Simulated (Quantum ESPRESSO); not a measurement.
# ZnSe (Stilleite): the LO frequency by hand

Wanted: the LO mode of ZnSe (Stilleite) from the TO mode and the field response.

Program: Quantum ESPRESSO 7.5. Level of theory: DFT LDA, scalar-relativistic, plane waves, JTH PAW pseudopotentials. Results are calculated unless marked as measured.

**1. Set-up**

The structure is cubic, space group F-43m (No. 216). The conventional cell has a = 5.567 Å, b = 5.567 Å, c = 5.567 Å, α = 90.00°, β = 90.00°, γ = 90.00°. Nearest to Zn lie 4 Se at 2.41 Å. Nearest to Se lie 4 Zn at 2.41 Å. Farther neighbours and most contacts between anions are not listed.

Coordinates:

```cif
data_structure
_symmetry_space_group_name_H-M 'P 1'
_symmetry_Int_Tables_number 1
_cell_length_a 3.9365
_cell_length_b 3.9365
_cell_length_c 3.9365
_cell_angle_alpha 60.000
_cell_angle_beta 60.000
_cell_angle_gamma 60.000
_cell_volume 43.13
loop_
_atom_site_label
_atom_site_type_symbol
_atom_site_fract_x
_atom_site_fract_y
_atom_site_fract_z
_atom_site_occupancy
Zn1 Zn 0.00000 0.00000 0.00000 1
Se2 Se 0.25000 0.25000 0.25000 1
```

This is the cell after its relaxation at this level of theory, not the database cell from which that began.

**2. What the response run gave**

A linear-response run on the relaxed cell, with the response to an electric field; only its zone-centre results are used. Cutoff 50 Ry, k mesh 8×8×8.

Output:

```text
[banners, grids, parts of the stress and lines that vanish by symmetry left out]
Program PHONON v.7.5
     Reading xml data from directory:

[...]
Exchange-correlation= PW
                           (   1   4   0   0   0   0   0)
[...]
kinetic-energy cut-off    =      50.0000  Ry
     charge density cut-off    =     250.0000  Ry
     convergence threshold     =      1.0E-18
[...]
Exchange-correlation= PW
                           (   1   4   0   0   0   0   0)
[...]
q = (   0.0000000   0.0000000   0.0000000 )
     25 Sym.Ops. (with q -> -q+G )
     G cutoff =  350.4243  (  19579 G-vectors)     FFT grid: ( 40, 40, 40)
     G cutoff =  280.3394  (  13851 G-vectors)  smooth grid: ( 36, 36, 36)
     number of k points=    29
[...]
Mode symmetry, T_d (-43m)  point group:
[...]
Dielectric constant
[...]
End of electric fields calculation
          Dielectric constant in cartesian axis
          (       8.147399439       0.000000000      -0.000000000 )
          (       0.000000000       8.147399439       0.000000000 )
          (       0.000000000       0.000000000       8.147399439 )
          Effective charges (d Force / dE) in cartesian axis without acoustic sum rule applied (asr)
           atom    1  Zn    Mean Z*:        1.98760
      Ex  (        1.98760        0.00000       -0.00000 )
      Ey  (        0.00000        1.98760        0.00000 )
      Ez  (       -0.00000       -0.00000        1.98760 )
           atom    2  Se    Mean Z*:       -2.03585
      Ex  (       -2.03585       -0.00000       -0.00000 )
      Ey  (       -0.00000       -2.03585       -0.00000 )
      Ez  (       -0.00000       -0.00000       -2.03585 )
          Effective charges Sum: Mean:       -0.04826
[...]
Effective charges (d Force / dE) in cartesian axis with asr applied:
           atom    1  Zn    Mean Z*:        2.01172
[...]
atom    2  Se    Mean Z*:       -2.01172
[...]
Representation #   1 modes #   1   2   3
[...]
End of self-consistent calculation
     Convergence has been achieved
     Representation #   2 modes #   4   5   6
[...]
End of self-consistent calculation
     Convergence has been achieved
[...]
Dielectric constant in cartesian axis
          (       8.147399439       0.000000000      -0.000000000 )
          (       0.000000000       8.147399439       0.000000000 )
          (       0.000000000       0.000000000       8.147399439 )
          Effective charges (d Force / dE) in cartesian axis without acoustic sum rule applied (asr)
           atom    1  Zn    Mean Z*:        1.98760
      Ex  (        1.98760        0.00000       -0.00000 )
      Ey  (        0.00000        1.98760        0.00000 )
      Ez  (       -0.00000       -0.00000        1.98760 )
           atom    2  Se    Mean Z*:       -2.03585
      Ex  (       -2.03585       -0.00000       -0.00000 )
      Ey  (       -0.00000       -2.03585       -0.00000 )
      Ez  (       -0.00000       -0.00000       -2.03585 )
          Effective charges Sum: Mean:       -0.04826
[...]
Effective charges (d Force / dE) in cartesian axis with asr applied:
           atom    1  Zn    Mean Z*:        2.01172
[...]
atom    2  Se    Mean Z*:       -2.01172
[...]
q = (    0.000000000   0.000000000   0.000000000 )
[...]
freq (    1) =       0.054689 [THz] =       1.824235 [cm-1]
     freq (    2) =       0.054689 [THz] =       1.824235 [cm-1]
     freq (    3) =       0.054689 [THz] =       1.824235 [cm-1]
     freq (    4) =       6.565242 [THz] =     218.992906 [cm-1]
     freq (    5) =       6.565242 [THz] =     218.992906 [cm-1]
     freq (    6) =       6.565242 [THz] =     218.992906 [cm-1]
[...]
Mode symmetry, T_d (-43m)  point group:
     freq (   1-   3) =          1.8  [cm-1]   --> T_2  G_15 P_4   I+R
     freq (   4-   6) =        219.0  [cm-1]   --> T_2  G_15 P_4   I+R

   JOB DONE.
```

| quantity | value |
| --- | --- |
| cell volume Ω (Å³) | 43.133 |
| mass of Zn (u) | 65.380 |
| mass of Se (u) | 78.971 |
| Born charge of Zn, raw (e) | 1.988 |
| Born charge of Se, raw (e) | -2.036 |
| ε∞ | 8.147 |
| ω(TO) after the sum rule (cm⁻¹) | 219.0 |

**3. The calculation**

The charges must sum to zero over the cell; taking off their mean, -0.024 e, leaves Z* = 2.012 e on Zn. In the polar mode Zn moves against Se, so the reduced mass is μ = 65.38 × 78.97 / 144.35 = 35.768 u.

A longitudinal wave builds up a field that adds to the restoring force: ω(LO)² = ω(TO)² + 4π Z*² / (μ Ω ε∞), in Hartree atomic units. With μ = 65201 electron masses and Ω = 291.08 bohr³ the second term is 3.2890e-07 Ha², or 15843 cm⁻² (1 Ha = 219474.6 cm⁻¹).

So ω(LO) = √(47952 + 15843) = 252.6 cm⁻¹, and by the Lyddane-Sachs-Teller relation ε₀ = ε∞ (ω(LO)/ω(TO))² = 10.84.

**4. Check against the program**

The analysis program adds the same non-analytic term to the full matrix, here for q along (1 0 0).

Output:

```text
[banner, memory and clock lines left out]
Program DYNMAT v.7.5

     Reading Dynamical Matrix from file g.dyn
     ...Force constants read
     ...epsilon and Z* read

     Polarizability (A^3 units)
     multiply by 0.295642 for Clausius-Mossotti correction
        24.532819    0.000000    0.000000
         0.000000   24.532819    0.000000
        -0.000000    0.000000   24.532819

     IR activities are in (D/A)^2/amu units

# mode   [cm-1]    [THz]      IR
    1     -0.00   -0.0000    0.0000
    2      0.00    0.0000    0.0000
    3      0.00    0.0000    0.0000
    4    218.98    6.5650    2.6104
    5    218.98    6.5650    2.6104
    6    252.58    7.5722    2.6104
```

ε₀ comes from the program's run without a direction of q.

| quantity | by hand | program |
| --- | --- | --- |
| ω(LO) (cm⁻¹) | 252.6 | 252.6 |
| ε₀ | 10.84 | 10.84 |

**5. Results**

| Property | Result |
| --- | --- |
| TO mode | 219.0 cm⁻¹ |
| LO mode | 252.6 cm⁻¹ |
| static dielectric constant | 10.84 |

What this shows: The LO mode of ZnSe (Stilleite) lies at 253 cm⁻¹, 34 cm⁻¹ above the TO mode; the formula meets the program within 0.1 cm⁻¹, as it must for a cubic crystal with one polar mode. ω(LO)² − ω(TO)² goes with Z*²/ε∞: an error of 5 % in ε∞ would move the LO mode by 1.5 cm⁻¹, and semilocal functionals tend to overestimate ε∞. The raw charges miss their sum by 0.048 e, a sign that the k mesh is short for the field response, so ε∞ may be some per cent too high. These are harmonic values at zero temperature, at the volume of this functional, for the structure held cubic; stability elsewhere in the zone is no part of this calculation.

[Host names and launcher messages were left out of these logs when they were recorded.]

[Logs are printed without paths, hosts, clocks, repeated set-up lines and the standing remarks that a program may print on its own settings, such as how far it seeks lower states.]

[Hosts, paths, dates, database ids (printed as entryN), source tags and the programs' standing remarks are cut or masked in the printed files.]
